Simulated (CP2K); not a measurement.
The O K edge of fluoride dihydrate was computed by TDDFT (CP2K XAS_TDP, aug-cc-pVDZ, TDA) at these levels: PBE, PBEh(45%) and PBEh(45%) + GW2X. The first three lines of O2 (bonded to 2 H, gives 1 H bond) with a strength over 0.0015, energy in eV and strength:

```tsv
run	first	second	third
1	528.27 (0.011)	530.41 (0.002)	530.89 (0.006)
2	533.86 (0.010)	535.99 (0.002)	536.48 (0.006)
3	508.33 (0.002)	511.62 (0.002)	511.85 (0.004)
```

Q: Which run is which?

Run 1: PBEh(45%) (45 % exact exchange). Run 2: PBEh(45%) + GW2X (45 % exact exchange). Run 3: PBE (0 % exact exchange). Self-interaction lifts the core level, so the uncorrected lines rise with the share of exact exchange. The GW2X run keeps the spacings of its parent: 2.13 eV between the first two lines in run 2, 2.14 eV in run 1. Its shift is +5.59 eV, since the Kohn–Sham level at this share of exchange lies that far above the quasiparticle level.

[Banner, clock and machine lines of the logs are left out without a mark of their own.]

[Logs are printed without paths, hosts, clocks, repeated set-up lines and the standing remarks that a program may print on its own settings, such as how far it seeks lower states.]

[Hosts, paths, dates, database ids (printed as entryN), source tags and the programs' standing remarks are cut or masked in the printed files.]
